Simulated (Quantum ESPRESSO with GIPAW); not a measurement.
# Octahedral tilting in KMgF3 seen by 39K

Starting from the cubic perovskite, neighbouring octahedra are turned by θ about [001] in opposite senses, in all three directions (tilt system a⁰a⁰c⁻). The cell and the cations are held, so the in-plane bonds lengthen as 1/cos θ. GIPAW with PBEsol and plane-wave PAW files from pslibrary 1.0.0 recipes (Mg spnl, K spn, F n), cutoffs 65 and 390 Ry, a 5×5×5 mesh in every shielding run (Quantum ESPRESSO with GIPAW, a patched development version), without spin-orbit coupling. The atoms are held where the series puts them. The cells were built for this series from an entry of the Crystallography Open Database, taken as a prototype, and need not be stable phases.

One member of the series, KMgF3 (I4/mcm) at 6 °, as used in the shielding run:

```xyz
10
Lattice="0.0000 3.9900 3.9900 3.9900 0.0000 3.9900 3.9900 3.9900 0.0000" Properties=species:S:1:pos:R:3 pbc="T T T"
Mg    0.0000    0.0000    0.0000
Mg    3.9900    3.9900    3.9900
K     1.9950    1.9950    1.9950
K     5.9850    5.9850    5.9850
F     1.9950    4.1997    3.9900
F     3.7803    1.9950    3.9900
F     3.9900    3.9900    1.9950
F     5.9850    3.7803    3.9900
F     4.1997    5.9850    3.9900
F     3.9900    3.9900    5.9850
```

| angle θ (°) | θ² (deg²) | mean bond at K (Å) | σ_iso of K (ppm) |
| --- | --- | --- | --- |
| 0 | 0.00 | 2.8214 | 1176.82 |
| 1.5 | 2.25 | 2.8215 | 1176.41 |
| 3 | 9.00 | 2.8220 | 1175.16 |
| 4.5 | 20.25 | 2.8228 | ? |
| 6 | 36.00 | 2.8240 | 1170.21 |
| 7.5 | 56.25 | 2.8254 | 1166.55 |
| 9 | 81.00 | 2.8273 | 1162.14 |
| 10.5 | 110.25 | 2.8295 | 1157.03 |
| 12 | 144.00 | 2.8321 | 1151.23 |

**Task.** Fit σ_iso of K against x, the square of the angle in deg²; judge whether a straight line is enough, and predict the withheld row (x = 20.25 deg²).

1. The 8 known rows give Σx = 438.75, Σy = 9335.55, Σx² = 43998.1875 and Σxy = 508442.3775.

2. Slope b = (nΣxy − ΣxΣy)/(nΣx² − (Σx)²) = -0.17828 and intercept a = (Σy − bΣx)/n = 1176.72 ppm.

3. Residuals y − a − bx, in the order of the table: +0.10, +0.09, +0.04, -0.09, -0.14, -0.14, -0.04, +0.18 ppm; r.m.s. 0.11 ppm, R² = 1.000. Their r.m.s. is under 0.5 % of the range, so a line is enough, whatever slight bend remains.

4. At x = 20.25 deg², inside the fitted range, the line gives 1173.11 ppm.

5. The run gives 1173.09 ppm. The line misses by +0.02 ppm; that is within twice the r.m.s. of the fit.

On the line the σ_iso of K falls by 1.8 ppm for 10 deg² of θ². Turning by −θ gives the same structure shifted by one cell, so a mean over an element is even in θ: hence the fit against θ². The macroscopic shape term is left out. It is common to all sites of a cell; for a sphere, judged roughly from the xx and yy parts of the valence susceptibility, it lies between 9.3 and 9.4 ppm in these runs.

[Logs are printed without paths, hosts, clocks, repeated set-up lines and the standing remarks that a program may print on its own settings, such as how far it seeks lower states.]

[Hosts, paths, dates, database ids (printed as entryN), source tags and the programs' standing remarks are cut or masked in the printed files.]
